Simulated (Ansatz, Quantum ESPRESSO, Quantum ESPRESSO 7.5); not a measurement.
# Complex bands of MgO, rock salt type, lattice constant set to 4.047 Å

Wanted: the complex band structure of MgO, rock salt type, lattice constant set to 4.047 Å, as for a tunnel barrier.

Main program and level: Quantum ESPRESSO 7.5; plane-wave DFT, PBE, GBRV ultrasoft pseudopotentials (cross-check by Ansatz 0.2.0 with PAW datasets).

## Step 1: Starting point

Symmetry: Fm-3m, No. 225, cubic system. Conventional cell: a = 4.047 Å, b = 4.047 Å, c = 4.047 Å, α = 90.00°, β = 90.00°, γ = 90.00°. Mg has 6 O at 2.02 Å nearest. Nearest to O lie 6 Mg at 2.02 Å. Farther neighbours and most contacts between anions are not listed.

## Step 2: Ground state

pwcond needs a cell whose third axis lies along the current and stands perpendicular to the other two.

File scf.in:

```
&control
  prefix = 'scf'
  outdir = './out'
  pseudo_dir = './pseudo'
  calculation = 'scf'
  tprnfor = .true.
/
&system
  ibrav = 0
  nat = 4
  ntyp = 2
  ecutwfc = 40
  ecutrho = 200
  occupations = 'fixed'
  nbnd = 20
/
&electrons
  conv_thr = 1e-09
  mixing_beta = 0.6
  electron_maxstep = 120
/
ATOMIC_SPECIES
  Mg  24.3050  mg_pbe_v1.4.uspp.F.UPF
  O   15.9990  o_pbe_v1.2.uspp.F.UPF
CELL_PARAMETERS angstrom
  2.86166114346196 0.00000000000000 0.00000000000000
  0.00000000000000 2.86166114346196 0.00000000000000
  0.00000000000000 0.00000000000000 4.04700000000000
ATOMIC_POSITIONS crystal
  Mg  0.000000000000 0.000000000000 0.000000000000
  O   0.500000000000 0.500000000000 0.000000000000
  Mg  0.500000000000 0.500000000000 0.500000000000
  O   0.000000000000 0.000000000000 0.500000000000
K_POINTS automatic
  8 8 6 0 0 0
```

On the command line:

```
$ OMP_NUM_THREADS=1 mpirun -n 2 pw.x -nk 2 -in scf.in > scf.out
```

The program printed:

```text
Program PWSCF v.7.5 starts
[citation notice left out]

     Parallel version (MPI & OpenMP), running on       2 processor cores
     Number of MPI processes:                 2
     Threads/MPI process:                     1

     MPI processes distributed on     1 nodes
[...]
Current dimensions of program PWSCF are:
     Max number of different atomic species (ntypx) = 10
     Max number of k-points (npk) =  40000
     Max angular momentum in pseudopotentials (lmaxx) =  4
     Found identity + ( -0.5000 -0.5000 -0.5000) symmetry
     This is a supercell, fractional translations are disabled
     Message from routine setup:
     using ibrav=0 with symmetry is DISCOURAGED, use correct ibrav instead

     K-points division:     npool     =       2
     Subspace diagonalization in iterative solution of the eigenvalue problem:
     a serial algorithm will be used

     G-vector sticks info
     --------------------
     sticks:   dense  smooth     PW     G-vecs:    dense   smooth      PW
     Sum         473     373    121                10675     7699    1449

     Using Slab Decomposition

     bravais-lattice index     =            0
     lattice parameter (alat)  =       5.4078  a.u.
     unit-cell volume          =     223.6486 (a.u.)^3
     number of atoms/cell      =            4
     number of atomic types    =            2
     number of electrons       =        32.00
     number of Kohn-Sham states=           20
     kinetic-energy cutoff     =      40.0000  Ry
     charge density cutoff     =     200.0000  Ry
     scf convergence threshold =      1.0E-09
     mixing beta               =       0.6000
     number of iterations used =            8  plain     mixing
     Exchange-correlation= SLA  PW   PBE  PBE
                           (   1   4   3   4   0   0   0)

     celldm(1)=   5.407756  celldm(2)=   0.000000  celldm(3)=   0.000000
     celldm(4)=   0.000000  celldm(5)=   0.000000  celldm(6)=   0.000000

     crystal axes: (cart. coord. in units of alat)
               a(1) = (   1.000000   0.000000   0.000000 )
               a(2) = (   0.000000   1.000000   0.000000 )
               a(3) = (   0.000000   0.000000   1.414214 )

     reciprocal axes: (cart. coord. in units 2 pi/alat)
               b(1) = (  1.000000  0.000000  0.000000 )
               b(2) = (  0.000000  1.000000  0.000000 )
               b(3) = (  0.000000  0.000000  0.707107 )

     PseudoPot. # 1 for Mg read from file:
     ./pseudo/mg_pbe_v1.4.uspp.F.UPF
     Pseudo is Ultrasoft, Zval = 10.0
     Generated by new atomic code, or converted to UPF format
     Using radial grid of  821 points,  7 beta functions with:
                l(1) =   0
                l(2) =   0
                l(3) =   0
                l(4) =   1
                l(5) =   1
                l(6) =   2
                l(7) =   2
     Q(r) pseudized with  8 coefficients,  rinner =    1.200   1.200   1.200
                                                       1.200   1.200

     PseudoPot. # 2 for O  read from file:
     ./pseudo/o_pbe_v1.2.uspp.F.UPF
     Pseudo is Ultrasoft + core correction, Zval =  6.0
     Generated by new atomic code, or converted to UPF format
     Using radial grid of  737 points,  5 beta functions with:
                l(1) =   0
                l(2) =   0
                l(3) =   1
                l(4) =   1
                l(5) =   2
     Q(r) pseudized with  8 coefficients,  rinner =    0.900   0.900   0.900
                                                       0.900   0.900

     atomic species   valence    mass     pseudopotential
     Mg               10.00    24.30500     Mg( 1.00)
     O                 6.00    15.99900     O ( 1.00)

     16 Sym. Ops., with inversion, found

   Cartesian axes

     site n.     atom                  positions (alat units)
         1        Mg     tau(   1) = (   0.0000000   0.0000000   0.0000000  )
         2        O      tau(   2) = (   0.5000000   0.5000000   0.0000000  )
         3        Mg     tau(   3) = (   0.5000000   0.5000000   0.7071068  )
         4        O      tau(   4) = (   0.0000000   0.0000000   0.7071068  )

     number of k points=    60
                       cart. coord. in units 2pi/alat
        k(    1) = (   0.0000000   0.0000000   0.0000000), wk =   0.0052083
        k(    2) = (   0.0000000   0.0000000   0.1178511), wk =   0.0104167
        k(    3) = (   0.0000000   0.0000000   0.2357023), wk =   0.0104167
        k(    4) = (   0.0000000   0.0000000  -0.3535534), wk =   0.0052083
        k(    5) = (   0.0000000   0.1250000   0.0000000), wk =   0.0208333
        k(    6) = (   0.0000000   0.1250000   0.1178511), wk =   0.0416667
        k(    7) = (   0.0000000   0.1250000   0.2357023), wk =   0.0416667
        k(    8) = (   0.0000000   0.1250000  -0.3535534), wk =   0.0208333
        k(    9) = (   0.0000000   0.2500000   0.0000000), wk =   0.0208333
        k(   10) = (   0.0000000   0.2500000   0.1178511), wk =   0.0416667
[...]
k(   60) = (  -0.5000000  -0.5000000  -0.3535534), wk =   0.0052083

     Dense  grid:    10675 G-vectors     FFT dimensions: (  25,  25,  36)

     Smooth grid:     7699 G-vectors     FFT dimensions: (  24,  24,  32)

     Estimated max dynamical RAM per process >      36.39 MB

     Estimated total dynamical RAM >      70.18 MB

     Check: negative core charge=   -0.000004

     Initial potential from superposition of free atoms

     starting charge      31.3995, renormalised to      32.0000
     Starting wfcs are   18 randomized atomic wfcs +    2 random wfcs

     total cpu time spent up to now is        0.5 secs

     per-process dynamical memory:    24.5 Mb

     Self-consistent Calculation

     iteration #  1     ecut=    40.00 Ry     beta= 0.60
     Davidson diagonalization with overlap
     ethr =  1.00E-02,  avg # of iterations =  4.3

     total cpu time spent up to now is        1.3 secs

     total energy              =    -315.43859367 Ry
     estimated scf accuracy    <       0.76782401 Ry

     iteration #  2     ecut=    40.00 Ry     beta= 0.60
[...]
total energy              =    -315.66529270 Ry
     estimated scf accuracy    <       0.27292215 Ry

     iteration #  3     ecut=    40.00 Ry     beta= 0.60
[...]
total energy              =    -315.71306931 Ry
     estimated scf accuracy    <       0.00471662 Ry

     iteration #  4     ecut=    40.00 Ry     beta= 0.60
[...]
total energy              =    -315.71331834 Ry
     estimated scf accuracy    <       0.00025525 Ry

     iteration #  5     ecut=    40.00 Ry     beta= 0.60
[...]
total energy              =    -315.71336286 Ry
     estimated scf accuracy    <       0.00001143 Ry

     iteration #  6     ecut=    40.00 Ry     beta= 0.60
[...]
total energy              =    -315.71336567 Ry
     estimated scf accuracy    <       0.00000071 Ry

     iteration #  7     ecut=    40.00 Ry     beta= 0.60
[...]
total energy              =    -315.71336574 Ry
     estimated scf accuracy    <       0.00000011 Ry

     iteration #  8     ecut=    40.00 Ry     beta= 0.60
[...]
total energy              =    -315.71336576 Ry
     estimated scf accuracy    <          1.3E-09 Ry

     iteration #  9     ecut=    40.00 Ry     beta= 0.60
[...]
End of self-consistent calculation

          k = 0.0000 0.0000 0.0000 (   999 PWs)   bands (ev):

   -62.5499 -62.5289 -29.4005 -29.3291 -29.3291 -29.2839 -29.2839 -29.2839
    -8.5045  -6.5973   4.8137   7.8585   7.8585   9.3715   9.3715   9.3715
    15.3974  18.6452  20.7488  23.8202

          k = 0.0000 0.0000 0.1179 (   959 PWs)   bands (ev):

   -62.5485 -62.5303 -29.3938 -29.3261 -29.3261 -29.2929 -29.2869 -29.2869
    -8.3801  -6.7270   5.0016   7.9420   7.9420   8.8318   9.2471   9.2471
    15.9848  18.8927  20.6818  23.8845

          k = 0.0000 0.0000 0.2357 (   968 PWs)   bands (ev):

   -62.5446 -62.5341 -29.3747 -29.3177 -29.3177 -29.3165 -29.2951 -29.2951
    -8.0371  -7.0811   5.5708   7.6816   8.1806   8.1806   8.9283   8.9283
    17.2986  19.6324  20.0521  22.5290

          k = 0.0000 0.0000-0.3536 (   960 PWs)   bands (ev):

   -62.5394 -62.5394 -29.3468 -29.3467 -29.3064 -29.3064 -29.3063 -29.3063
    -7.5621  -7.5621   6.5011   6.5012   8.5348   8.5348   8.5348   8.5348
    18.7811  18.7811  20.8549  20.8551

          k = 0.0000 0.1250 0.0000 (   967 PWs)   bands (ev):

   -62.5483 -62.5289 -29.3950 -29.3384 -29.3260 -29.2968 -29.2873 -29.2841
    -8.3646  -6.5729   4.9771   7.3457   7.9102   8.7057   9.2238   9.3097
    16.0380  19.1694  21.2751  23.6051

          k = 0.0000 0.1250 0.1179 (   963 PWs)   bands (ev):

   -62.5470 -62.5302 -29.3913 -29.3332 -29.3231 -29.3095 -29.2869 -29.2858
    -8.2448  -6.6903   5.0964   7.4936   7.9883   8.1690   9.1962   9.2228
    16.4752  19.3737  21.1448  23.7126

[...]
highest occupied, lowest unoccupied level (ev):     9.3715   15.3974

!    total energy              =    -315.71336576 Ry
     estimated scf accuracy    <          7.1E-10 Ry

     The total energy is the sum of the following terms:
     one-electron contribution =    -161.88034287 Ry
     hartree contribution      =      92.68258256 Ry
     xc contribution           =     -49.25183849 Ry
     ewald contribution        =    -197.26376696 Ry

     convergence has been achieved in   9 iterations

     Forces acting on atoms (cartesian axes, Ry/au):

     atom    1 type  1   force =     0.00000000    0.00000000    0.00000000
     atom    2 type  2   force =     0.00000000    0.00000000    0.00000000
     atom    3 type  1   force =     0.00000000    0.00000000    0.00000000
     atom    4 type  2   force =     0.00000000    0.00000000    0.00000000

     Total force =     0.000000     Total SCF correction =     0.000000

[...]
=------------------------------------------------------------------------------=
   JOB DONE.
=------------------------------------------------------------------------------=
```

Wall time 7.2 s (2 MPI ranks of Arm Neoverse V2, shared host); peak memory 0.15 GiB; 14 s of CPU time.

Read from the output:

```
free energy                          : -4295.4992 eV
valence top, on the run's zero       : 9.372 eV
conduction bottom, on the run's zero : 15.40 eV
gap by band count                    : 6.026 eV
```

The run needed 9 iterations to bring the estimated error under 1e-09 Ry.

(Continued in part 2 of 3.)

[Logs are printed without paths, hosts, clocks, repeated set-up lines and the standing remarks that a program may print on its own settings, such as how far it seeks lower states.]

[Hosts, paths, dates, database ids (printed as entryN), source tags and the programs' standing remarks are cut or masked in the printed files.]

[Maps of the electrostatic potential energy from Ansatz leave out the sawtooth potential of an applied field or a dipole correction, so their vacuum need not be flat; planar profiles and work functions include it.]
